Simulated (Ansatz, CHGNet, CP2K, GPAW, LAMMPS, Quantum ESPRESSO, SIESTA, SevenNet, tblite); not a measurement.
# GPAW runs on aqueous Cs+ and SO4 2-, 1.7 mol of salt per kg of water at 360 K (106 atoms)

How do the settings of GPAW change the result for aqueous Cs+ and SO4 2-, 1.7 mol of salt per kg of water at 360 K (106 atoms)? A plane-wave run serves as the yardstick.

Main program and level: GPAW 26.7.0; the method is named at each step.

## 1. Set-up

The cell holds 106 atoms: 37 O, 1 S, 66 H and 2 Cs. Its edges and angles: a = 10.287 Å, b = 10.287 Å, c = 10.287 Å, α = 90.0°, β = 90.0°, γ = 90.0°. 33 H2O, 2 Cs+, 1 SO4 2- placed at random, at 1.46 g/cm³; overlaps pushed apart, then 10 ps at 420 K with Joung-Cheatham ions (J. Phys. Chem. B 112, 9020 (2008)); MMFF94 bonds, angles, torsions, charges and radii (Halgren, J. Comput. Chem. 17, 490 (1996)) in harmonic and 12-6 forms; SPC/E water (Berendsen, Grigera and Straatsma, J. Phys. Chem. 91, 6269 (1987)). Snapshot after 20 ps at 360 K and fixed volume.

The yardstick, on the same geometry:

```
method                                           : Kohn-Sham DFT, PBE, SSSP efficiency 1.3.0 pseudopotentials, plane waves (Quantum ESPRESSO 7.5); sssp-pbe-1.3.0-efficiency, cutoffs 60/480 Ry, Γ point
r.m.s. force component                           : 0.6778 eV/Å
longest force                                    : 3.947 eV/Å
pressure                                         : 0.31 GPa
gap (highest filled to lowest empty level) : 4.14 eV
time                                             : 2.8 min on 2 MPI ranks of Arm Neoverse V2, shared host
CPU time                                         : 5.6 min
```

## 2. PBE, LCAO dzp, h 0.18 Å

Method: Kohn-Sham DFT, PBE, PAW, atomic orbitals (dzp).

run.py reads:

```python
import numpy as np
from ase.io import read
from gpaw import GPAW, FermiDirac
from ase.parallel import parprint as print

atoms = read("structure.xyz")
atoms.calc = GPAW(
    mode="lcao",
    basis="dzp",
    h=0.18,
    xc="PBE",
    kpts={"size": (1, 1, 1), "gamma": True},
    occupations=FermiDirac(0.05),
    maxiter=200,
    symmetry={"point_group": False},
    txt="gpaw.txt",
)
energy = atoms.get_potential_energy(force_consistent=True)
forces = atoms.get_forces()
print(f"energy {energy:.6f} eV")
print("forces (eV/A)")
for i, (a, f) in enumerate(zip(atoms, forces)):
    print(f"{i:4d} {a.symbol:2s} {f[0]:10.5f} {f[1]:10.5f} {f[2]:10.5f}")
print(f"Fermi level {atoms.calc.get_fermi_level():.4f} eV")
for k in range(len(atoms.calc.get_ibz_k_points())):
    for s in range(atoms.calc.get_number_of_spins()):
        e = atoms.calc.get_eigenvalues(kpt=k, spin=s)
        n = np.searchsorted(e, atoms.calc.get_fermi_level())
        print(f"k {k} spin {s} levels about the Fermi level:", np.round(e[max(n - 6, 0):n], 4).tolist(), "|", np.round(e[n:n + 6], 4).tolist())
```

structure.xyz reads:

```xyz
106
Lattice="10.28660 0.00000 0.00000 0.00000 10.28660 0.00000 0.00000 0.00000 10.28660" Properties=species:S:1:pos:R:3 pbc="T T T"
O 3.43254 8.34439 10.18764
S 2.11647 7.86935 0.23268
O 1.15519 8.89462 0.40797
O 1.72753 7.01947 9.42829
O 2.21831 7.04478 1.40371
O 5.87529 3.03115 5.17838
H 6.37718 3.07682 6.04214
H 5.34142 2.18611 5.14741
O 3.70379 0.10050 1.69821
H 3.60782 9.63392 1.04738
H 4.03811 10.03242 2.57144
O 5.29873 10.27261 4.16021
H 6.15015 0.09001 3.64619
H 5.50426 9.94714 5.08323
O 4.93613 5.34379 8.06984
H 4.12596 5.82201 7.73079
H 5.18784 5.70865 8.96621
O 2.38083 9.19437 5.23722
H 2.86739 8.60577 4.59163
H 2.57360 10.15246 5.02531
O 9.66704 3.67715 5.37228
H 9.17575 4.49298 5.67728
H 9.48023 3.51853 4.40277
O 3.34808 1.64442 5.24534
H 4.06753 1.15035 4.75714
H 3.22598 2.54768 4.83388
O 8.71738 1.10972 5.78590
H 9.07556 1.99807 5.49829
H 8.50311 0.55959 4.97871
O 8.29265 10.10946 3.33080
H 7.79745 0.30644 2.60909
H 9.21268 9.88378 3.01027
O 5.70701 0.42329 6.65399
H 5.32332 0.33339 7.57310
H 6.70275 0.49252 6.71386
O 2.88416 4.33704 4.51643
H 3.79956 4.73657 4.56550
H 2.28126 4.94734 4.00262
O 3.63240 7.42631 3.50660
H 4.31502 6.71520 3.67551
H 3.03146 7.14085 2.76010
O 5.52812 7.09673 0.10348
H 4.75529 7.71536 0.24482
H 5.45529 6.32317 0.73313
O 0.93227 5.73046 3.22547
H 0.15944 5.14505 2.98065
H 1.22493 6.24942 2.42229
O 7.85361 0.11336 0.17539
H 8.02056 9.42787 0.34018
H 8.64496 0.51382 10.00022
O 8.87857 4.55079 2.71700
H 8.13711 4.83717 3.32391
H 8.53850 4.49638 1.77814
O 7.49996 7.13005 3.95551
H 7.25987 8.06634 3.69906
H 8.36105 7.13417 4.46397
[... 46 atom lines left out ...]
H 3.99490 2.15556 9.43096
H 4.66826 3.46144 8.71830
Cs 0.16047 8.48912 7.84806
Cs 1.63351 3.04998 6.97987
```

On the command line:

```
$ OMP_NUM_THREADS=1 mpirun -np 2 gpaw python run.py > output.txt
```

Output:

```text
energy -492.745746 eV
forces (eV/A)
   0 O     3.53556    3.29068   -0.80656
   1 S     2.12574   -1.99810   -0.77363
   2 O    -3.98240    4.39727    0.69733
   3 O    -1.60020   -3.37675   -3.36364
   4 O    -0.27136   -2.36124    4.31367
   5 O     0.54268    0.16615    0.18980
   6 H    -0.64046   -0.61664   -0.64142
   7 H     0.61817    0.32983    0.70391
   8 O     0.06562    0.33162    0.33532
   9 H     0.14548   -0.09948    0.24802
  10 H     0.01862   -0.27487   -0.08118
  11 O    -0.17036   -0.00016   -1.30328
  12 H    -0.48004   -0.02003    0.67540
  13 H     0.23351    0.28896    0.38275
  14 O     0.76122   -0.62159    0.06024
  15 H     0.24280    0.41678   -0.02356
  16 H    -0.39936    0.34359   -0.41021
  17 O    -0.31206    0.05684    0.59994
  18 H     0.20227    0.05324   -0.29766
  19 H     0.10657   -0.38410    0.09890
  20 O     0.00136   -0.24934   -0.56371
  21 H    -0.36769   -0.13754   -0.15231
  22 H    -0.03417    0.65151    0.21975
  23 O    -0.19277   -0.39076   -0.09778
[...]
98 O    -0.40607    0.27398   -0.59860
  99 H     0.40033    0.77341   -0.18984
 100 H    -0.30483   -0.71543    0.66770
 101 O    -0.19835   -0.60311    0.27255
 102 H     0.37167    0.49021   -0.47938
 103 H    -0.35546    0.05700    0.22787
 104 Cs   -1.30044    1.01226   -1.19347
 105 Cs    0.08099   -0.16358    0.09113
Fermi level -0.3559 eV
k 0 spin 0 levels about the Fermi level: [-1.8902, -1.8795, -1.8313, -1.8177, -1.7836, -1.5798] | [2.4856, 3.9654, 4.1985, 4.2415, 4.4449, 4.5859]
```

gpaw.txt:

```text
Input parameters:
  mode=LCAO(),
  basis={'default': 'dzp'},
  h=0.18,
  kpts=MonkhorstPack(size=(1, 1, 1), gamma=True),
  maxiter=200,
  occupations=Occupations(name='fermi-dirac', width=0.05, fixmagmom=False),
  symmetry=Symmetry(point_group=False),
  xc=XC(name='PBE')
Unit cell  # Å
| periodic |         x |         y |         z |   lengths |    angles |
|----------|-----------|-----------|-----------|-----------|-----------|
|      yes | 10.286600 |  0.000000 |  0.000000 | 10.286600 | 90.000000 |
|      yes |  0.000000 | 10.286600 |  0.000000 | 10.286600 | 90.000000 |
|      yes |  0.000000 |  0.000000 | 10.286600 | 10.286600 | 90.000000 |
Number of symmetries: 1
Symmetry operations  # r_c * U_cc + t_c -> r_c
|   | kind |            matrix            |
|---|------|------------------------------|
| 0 |  E   |  1, 0, 0,  0, 1, 0,  0, 0, 1 |
BZ-sampling:
  Number of BZ points: 1
  Number of IBZ points: 1
  Monkhorst-Pack size: [1, 1, 1]
  Monkhorst-Pack shift: [0, 0, 0]
[... lines left out ...]
        l=1, rc=10.6875 Bohr: 6p-dz split-valence wave
        l=2, rc=9.8281 Bohr: 5d-dz split-valence wave
        l=1, rc=14.1406 Bohr: p-type Gaussian polarization
      Number of RI-basis functions 0
Reference energy: -510793.658719  # eV
eigensolver:
density mixing:
  MSR1-Mixer
occupation numbers:
  Fermi-Dirac:
    width: 0.0500  # eV
FastPoissonSolver using
    Stencil: 6*3+1=19 point O(h^6) finite-difference Laplacian
xc functional:
  name: PBE with 2 nearest neighbor stencil
interpolation: tri-quintic # 5. degree polynomial
Initialization done in: 4.744 s
convergence criteria:
- Maximum [total energy] change in last 3 cyles: 0.0005 eV / valence electron
- Maximum integral of absolute [dens]ity change: 0.0001 electrons / valence electron
- Maximum integral of absolute [eigenst]ate change: 4e-08 eV^2 / valence electron
maximum number of iterations: 200
SCF iterations
|iter     |      energy | eigst |  dens |
|---------|-------------|-------|-------|
|iter:   1| -519.823477 |      c|       |
|iter:   2| -513.149517 |      c| -0.84 |
|iter:   3| -492.777963 |      c| -0.88 |
|iter:   4| -492.754837 |      c| -1.45 |
|iter:   5| -492.747875c|      c| -1.80 |
|iter:   6| -492.745914c|      c| -2.84 |
|iter:   7| -492.745756c|      c| -3.15 |
|iter:   8| -492.745749c|      c| -3.65 |
|iter:   9| -492.745746c|      c| -4.22c|
Converged in 9 steps
SCF loop duration: 34.010 s (3.779 s/step)
Energy contributions relative to reference atoms: (reference = -510793.658719)
Energy contributions:
  Kinetic:         455.942606
  Coulomb:        -484.285136
  Zero:              7.880240
  External:          0.000000
  Xc:             -472.283457
  Entropy:          -0.000000
  Spinorbit:         0.000000
  ----------------------------
  Free energy:    -492.745746
  Extrapolated:   -492.745746
dipole moment: (-54.512801, -32.941764, -39.250397)  # |e|*Ang
Fermi level: -0.356
Eigenvalues  # (at kpt = [0.000, 0.000, 0.000])
| band index |      eig [eV] | occ [0-2] |
|------------|---------------|-----------|
|          0 |       -27.089 |     2.000 |
|        ... |               |           |
|        148 |        -2.015 |     2.000 |
|        149 |        -1.990 |     2.000 |
[...]
|        163 |         5.120 |     0.000 |
|        ... |               |           |
|        191 |         7.786 |     0.000 |
Gap: 4.065 eV
Transition (v -> c):
  (s=0, k=0, n=155, [0.00, 0.00, 0.00]) -> (s=0, k=0, n=156, [0.00, 0.00, 0.00])
No difference between direct/indirect transitions
Force computation time: 7.729  # s
```

Wall time 48 s (2 MPI ranks of Arm Neoverse V2, shared host); peak memory 1.3 GiB.

Banners, paths, timers and routine set-up lines are dropped from the logs unmarked, and long logs keep their key lines alone; longer cuts are marked.

Against the reference:

```yaml
r_m_s_force_component: 0.7247 eV/Å
r_m_s_difference_of_force_components: 446.8 meV/Å
longest_difference_of_force_vectors: 2030 meV/Å
force_difference_over_r_m_s_force: 65.92 %
slope_of_forces_against_the_reference_s: 0.8544
correlation_of_force_components: 0.7991
spacing_of_highest_filled_and_lowest_empty_level: 4.065 eV
gap_difference: -0.0746 eV
```

This run lies far from the reference in forces at the same functional.

Length of the force difference by element (eV/Å):

```
element  atoms   mean  most
     Cs      2  0.077  0.14
      H     66   0.64  0.69
      O     37   0.92   2.0
      S      1   0.24  0.24
```

Levels nearest the highest filled one (eV from it): -0.31, -0.30, -0.25, -0.24, -0.20, 0.00, 4.07, 5.55, 5.78, 5.82, 6.02, 6.17.

Local excerpt of 12 atoms (numbers count through the whole input) about O3, which bears the longest force; x, y, z are measured from there.

```
atom      x      y      z  distance (Å)  bonds     Fx     Fy  Fz (eV/Å)
  O3   0.00   0.00   0.00          0.00      2  -3.98   4.40       0.70
  S2   0.96  -1.03  -0.18          1.42      4   2.13  -2.00      -0.77
 H73  -0.38   0.32   1.60          1.67      1   0.30   0.83       0.26
 H58  -1.41  -0.95   0.11          1.70      1  -0.28  -0.35       0.46
H100  -0.56   1.58  -0.33          1.71      1   0.40   0.77      -0.19
  O4   0.57  -1.88  -1.27          2.33      2  -1.60  -3.38      -3.36
  O5   1.06  -1.85   1.00          2.35      1  -0.27  -2.36       4.31
  O1   2.28  -0.55  -0.51          2.40      1   3.54   3.29      -0.81
 O72  -0.51   0.93   2.38          2.60      2  -0.49   0.01       0.53
 O99  -0.86   2.30  -0.96          2.64      3  -0.41   0.27      -0.60
 H10   2.45   0.74   0.64          2.64      1   0.15  -0.10       0.25
 O57  -2.30  -1.38   0.27          2.69      3  -0.46  -0.27       0.21
```

Atoms are counted from 1 here, from 0 in the log.

Forces lie 66 % from the reference's, at 0.29 times its CPU time.

## 3. LDA, LCAO dzp, h 0.18 Å

Method: Kohn-Sham DFT, LDA, PAW, atomic orbitals (dzp).

Edit run.py of step 2 so:

```diff
@@ -10,3 +10,3 @@
     h=0.18,
-    xc="PBE",
+    xc="LDA",
     kpts={"size": (1, 1, 1), "gamma": True},
```

structure.xyz is that of step 2.

Output:

```text
energy -530.233875 eV
forces (eV/A)
   0 O     3.04113    3.07603   -0.51298
   1 S     2.07879   -2.02857   -0.86241
   2 O    -3.59728    3.87689    0.70105
   3 O    -1.43548   -2.95914   -2.91792
   4 O    -0.26362   -2.09135    3.84229
   5 O     0.52176    0.42347    0.01945
[...]
103 H    -0.20232    0.33529    0.15657
 104 Cs   -1.20223    0.80585   -1.05041
 105 Cs    0.17421   -0.02552    0.00348
Fermi level -0.6436 eV
k 0 spin 0 levels about the Fermi level: [-2.1239, -2.11, -2.0732, -2.0624, -2.0198, -1.8428] | [1.979, 3.4693, 3.7215, 3.7408, 3.9793, 4.0979]
```

gpaw.txt:

```text
Input parameters:
  mode=LCAO(),
  basis={'default': 'dzp'},
  h=0.18,
  kpts=MonkhorstPack(size=(1, 1, 1), gamma=True),
  maxiter=200,
  occupations=Occupations(name='fermi-dirac', width=0.05, fixmagmom=False),
[... lines left out ...]
  Fermi-Dirac:
[... lines left out ...]
convergence criteria:
- Maximum [total energy] change in last 3 cyles: 0.0005 eV / valence electron
[... lines left out ...]
Converged in 9 steps
[... lines left out ...]
  Free energy:    -530.233875
[... lines left out ...]
Fermi level: -0.644
[... lines left out ...]
|        ... |               |           |
|        148 |        -2.260 |     2.000 |
|        149 |        -2.246 |     2.000 |
[...]
|        163 |         4.639 |     0.000 |
|        ... |               |           |
|        191 |         7.254 |     0.000 |
Gap: 3.822 eV
Transition (v -> c):
  (s=0, k=0, n=155, [0.00, 0.00, 0.00]) -> (s=0, k=0, n=156, [0.00, 0.00, 0.00])
No difference between direct/indirect transitions
Force computation time: 7.511  # s
```

The job ended after 43 s (2 MPI ranks; peak memory 1.3 GiB; 86 s of CPU time).

Compared with the plane-wave run:

- r.m.s. force component: 0.6797 eV/Å
- r.m.s. difference of force components: 569.6 meV/Å
- longest difference of force vectors: 1395 meV/Å
- force difference over r.m.s. force: 84.03 %
- slope of forces against the reference's: 0.6498
- correlation of force components: 0.6479
- gap (highest filled to lowest empty level): 3.822 eV
- gap difference: -0.3182 eV

Against the first run (66 %), the force difference from the reference is 84 %, at 0.89 times the CPU time; the model has changed, so this is no error of the program alone.

## 4. PBE, LCAO szp(dzp), h 0.18 Å

Method: Kohn-Sham DFT, PBE, PAW, atomic orbitals (szp(dzp)).

Edit run.py of step 3 so:

```diff
@@ -3,3 +3,2 @@
 from gpaw import GPAW, FermiDirac
-from ase.parallel import parprint as print
 
@@ -8,5 +7,5 @@
     mode="lcao",
-    basis="dzp",
+    basis="szp(dzp)",
     h=0.18,
-    xc="LDA",
+    xc="PBE",
     kpts={"size": (1, 1, 1), "gamma": True},
```

structure.xyz is that of step 3.

On the command line:

```
$ OMP_NUM_THREADS=1 python run.py > output.txt
```

Output:

```text
energy -443.460325 eV
forces (eV/A)
   0 O     4.29658    3.79869   -1.07186
   1 S     1.76205   -2.28178   -0.97823
   2 O    -4.55235    5.07154    0.81808
   3 O    -1.75160   -3.66744   -3.78622
   4 O    -0.23267   -2.96250    5.09176
   5 O     0.53653    1.76200   -1.35771
   6 H     0.27758   -0.59186    0.87700
   7 H    -0.38547   -1.31195    0.78410
   8 O    -0.43743    2.58586   -0.12396
   9 H    -0.13091   -1.71232   -1.09671
  10 H     0.75310   -0.90379    1.65334
  11 O    -2.37266    0.48931   -2.19397
  12 H     1.13724    0.20445   -0.28283
  13 H     0.65224   -0.14380    2.39913
  14 O     1.72170   -2.36475   -1.15848
  15 H    -1.14123    1.27696   -0.47251
  16 H     0.02121    1.12978    1.41762
  17 O    -1.76706   -0.49296    2.27270
  18 H     1.22849   -1.17735   -1.65194
  19 H     0.50925    1.22909   -0.30035
  20 O     1.36327   -1.50525    0.61417
  21 H    -1.34105    1.30575    0.40876
  22 H    -0.46845    0.51993   -1.38873
  23 O    -1.13789   -0.96767    1.57399
[...]
98 O    -1.98938    0.00073   -1.92715
  99 H     0.89379   -0.26737    0.79499
 100 H     0.77003    0.56170    0.95609
 101 O    -2.26099   -0.18374   -0.71891
 102 H     0.84231   -0.79737    0.58486
 103 H     1.17217    1.10088    0.15816
 104 Cs   -1.32519    0.86268   -1.01026
 105 Cs    0.41134   -0.06745   -0.04306
Fermi level 0.0306 eV
k 0 spin 0 levels about the Fermi level: [-1.7065, -1.6882, -1.639, -1.5779, -1.5021, -1.2492] | [2.9385, 4.1624, 4.4518, 4.6003, 4.8101, 4.9019]
```

gpaw.txt:

```text
Input parameters:
  mode=LCAO(),
  basis={'default': 'szp(dzp)'},
  h=0.18,
  kpts=MonkhorstPack(size=(1, 1, 1), gamma=True),
  maxiter=200,
  occupations=Occupations(name='fermi-dirac', width=0.05, fixmagmom=False),
  symmetry=Symmetry(point_group=False),
  xc=XC(name='PBE')
Unit cell  # Å
| periodic |         x |         y |         z |   lengths |    angles |
[... lines left out ...]
  Fermi-Dirac:
[... lines left out ...]
convergence criteria:
- Maximum [total energy] change in last 3 cyles: 0.0005 eV / valence electron
[... lines left out ...]
Converged in 9 steps
[... lines left out ...]
  Free energy:    -443.460325
  Extrapolated:   -443.460325
dipole moment: (-54.868737, -33.332690, -39.242273)  # |e|*Ang
Fermi level: 0.031
Eigenvalues  # (at kpt = [0.000, 0.000, 0.000])
| band index |      eig [eV] | occ [0-2] |
|------------|---------------|-----------|
|          0 |       -27.429 |     2.000 |
|        ... |               |           |
|        148 |        -1.850 |     2.000 |
|        149 |        -1.734 |     2.000 |
[...]
|        163 |         5.335 |     0.000 |
|        ... |               |           |
|        191 |         8.881 |     0.000 |
Gap: 4.188 eV
Transition (v -> c):
  (s=0, k=0, n=155, [0.00, 0.00, 0.00]) -> (s=0, k=0, n=156, [0.00, 0.00, 0.00])
No difference between direct/indirect transitions
Force computation time: 10.857  # s
timing:  # [seconds]
  Total:  63.067  # ━━━━━━━━━━━━━━━━━━━━━━━━━━━━━━━━━━━━━━━━━━━━━━━━━━━━━━━━━
  Init:    6.198  # ━━━━━╸
  SCF:    45.982  # ━━━━━━━━━━━━━━━━━━━━━━━━━━━━━━━━━━━━━━━━━╸
  Forces: 10.857  # ━━━━━━━━━━
```

The job ended after 64 s (1 thread; peak memory 1 GiB).

Against the reference:

* r.m.s. force component: 1.395 eV/Å
* r.m.s. difference of force components: 1537 meV/Å
* longest difference of force vectors: 3295 meV/Å
* force difference over r.m.s. force: 226.7 %
* slope of forces against the reference's: 0.0468
* correlation of force components: 0.02273
* gap (highest filled to lowest empty level): 4.188 eV
* gap difference: 0.0477 eV

This is a coarse setting, run to see what it loses.

Against the first run (66 %), the force difference from the reference is 227 %, at 0.66 times the CPU time (on 1 against 2 cores), with 638 basis functions against 882: the smaller basis costs accuracy.

(Continued in part 2 of 2.)

[Also dropped from logs without a mark: logging warnings of Python, and SIESTA's first energy breakdown and zero terms.]

[Logs are printed without paths, hosts, clocks, repeated set-up lines and the standing remarks that a program may print on its own settings, such as how far it seeks lower states.]

[Hosts, paths, dates, database ids (printed as entryN), source tags and the programs' standing remarks are cut or masked in the printed files.]

[The MMFF94 radii named for the starting cell were scaled by 0.96; in molecules described by MMFF94, hydrogen bound to N, O or S took a small fixed 12-6 site in their place.]
